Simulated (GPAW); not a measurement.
Consider SnO2 (R-3m).

```xyz
3
Lattice="1.6171 0.9336 4.8006 -1.6171 0.9336 4.8006 0.0000 -1.8673 4.8006" Properties=species:S:1:pos:R:3 pbc="T T T"
Sn    0.0000    0.0000    7.2009
O     0.0000    0.0000   10.9861
O     0.0000    0.0000    3.4157
```

Absorber: atom 2, with 3 Sn at 2.13 Å (pyramidal, site symmetry 3m). Method: GPAW, LDA, full core hole (charged cell), 21-atom cell with 6.9 Å between holes, 3×3×3 k points, dipole transitions, Gaussian full width 0.9 eV up to 4 eV, rising linearly to 3.5 eV at 25 eV.

**Question.** Where do the maxima of the O K edge fall?

Main maxima up to 24 eV above the zero (height): 2.5 eV (3.36), 7.2 eV (2.42), 9.5 eV (1.87) and 17.1 eV (0.70). A K edge sees empty p states on the absorber. The total-energy difference plus the lowest empty eigenvalue puts the zero at 533.36 eV. One term is added: -8.83 eV, since the hole is spin-paired here and a spin-polarised one costs that much less in the free atom (computed apart). The photon energy is then 524.53 eV. The functional and the charged cell's background leave an error in such absolute values: in the free atom LDA prices this hole 4.1 eV below PBE (computed apart), and PBE is itself good to a few eV.

The O K spectrum (energy from the lowest empty level; intensity scaled to a mean of 1 over the first 20 eV; polarised curves are means over the symmetry-equivalent atoms):

```tsv
E (eV)	isotropic	ε ⊥ c	ε ∥ c
-2.0	0.00	0.00	0.00
-1.4	0.00	0.00	0.00
-0.8	0.00	0.00	0.00
-0.2	0.01	0.00	0.02
0.4	0.07	0.04	0.13
1.0	0.32	0.19	0.58
1.6	0.86	0.82	0.93
2.2	2.75	3.71	0.82
2.8	3.02	4.30	0.47
3.4	1.49	1.98	0.53
4.0	0.71	0.84	0.45
4.6	0.40	0.31	0.59
5.2	0.71	0.56	1.00
5.8	1.05	0.98	1.21
6.4	1.64	1.92	1.06
7.0	2.34	2.95	1.13
7.6	2.28	2.75	1.34
8.2	1.80	1.93	1.56
8.8	1.70	1.58	1.95
9.4	1.87	1.51	2.60
10.0	1.65	1.14	2.68
10.6	1.08	0.67	1.90
11.2	0.60	0.37	1.05
11.8	0.35	0.23	0.59
12.4	0.23	0.16	0.37
13.0	0.19	0.13	0.29
13.6	0.20	0.15	0.31
14.2	0.27	0.19	0.41
14.8	0.38	0.28	0.57
15.4	0.51	0.39	0.75
16.0	0.63	0.48	0.91
16.6	0.69	0.53	1.01
17.2	0.70	0.55	1.01
17.8	0.69	0.57	0.92
18.4	0.66	0.59	0.80
19.0	0.64	0.63	0.67
19.6	0.64	0.68	0.55
20.2	0.67	0.77	0.47
20.8	0.73	0.87	0.44
21.4	0.80	0.98	0.45
22.0	0.89	1.09	0.49
22.6	0.97	1.18	0.55
23.2	1.05	1.27	0.62
23.8	1.14	1.36	0.71
24.4	1.24	1.45	0.81
25.0	1.33	1.54	0.92
25.6	1.39	1.58	1.02
26.2	1.41	1.57	1.10
26.8	1.38	1.48	1.16
27.4	1.30	1.35	1.20
28.0	1.21	1.19	1.23
28.6	1.11	1.04	1.24
29.2	1.02	0.90	1.24
29.8	0.94	0.80	1.23
30.4	0.89	0.73	1.21
31.0	0.86	0.70	1.17
31.6	0.85	0.72	1.11
```

The mesh is coarse (0.32 Å⁻¹ between points), so small maxima may be mesh ripples. The structure is a computed Materials Project entry and may be a hypothetical form.

[Banner, clock and machine lines of the logs are left out without a mark of their own.]

[Logs are printed without paths, hosts, clocks, repeated set-up lines and the standing remarks that a program may print on its own settings, such as how far it seeks lower states.]

[Hosts, paths, dates, database ids (printed as entryN), source tags and the programs' standing remarks are cut or masked in the printed files.]

[Lists of maxima count a maximum above −3 eV only where it reaches 4 % of the highest in the window and stands out from its surroundings by 2 % of it (1.5 % where it reaches 55 %); shoulders and weaker maxima are passed over, and of the rest the first, up to two pre-edge ones and the few strongest are named.]
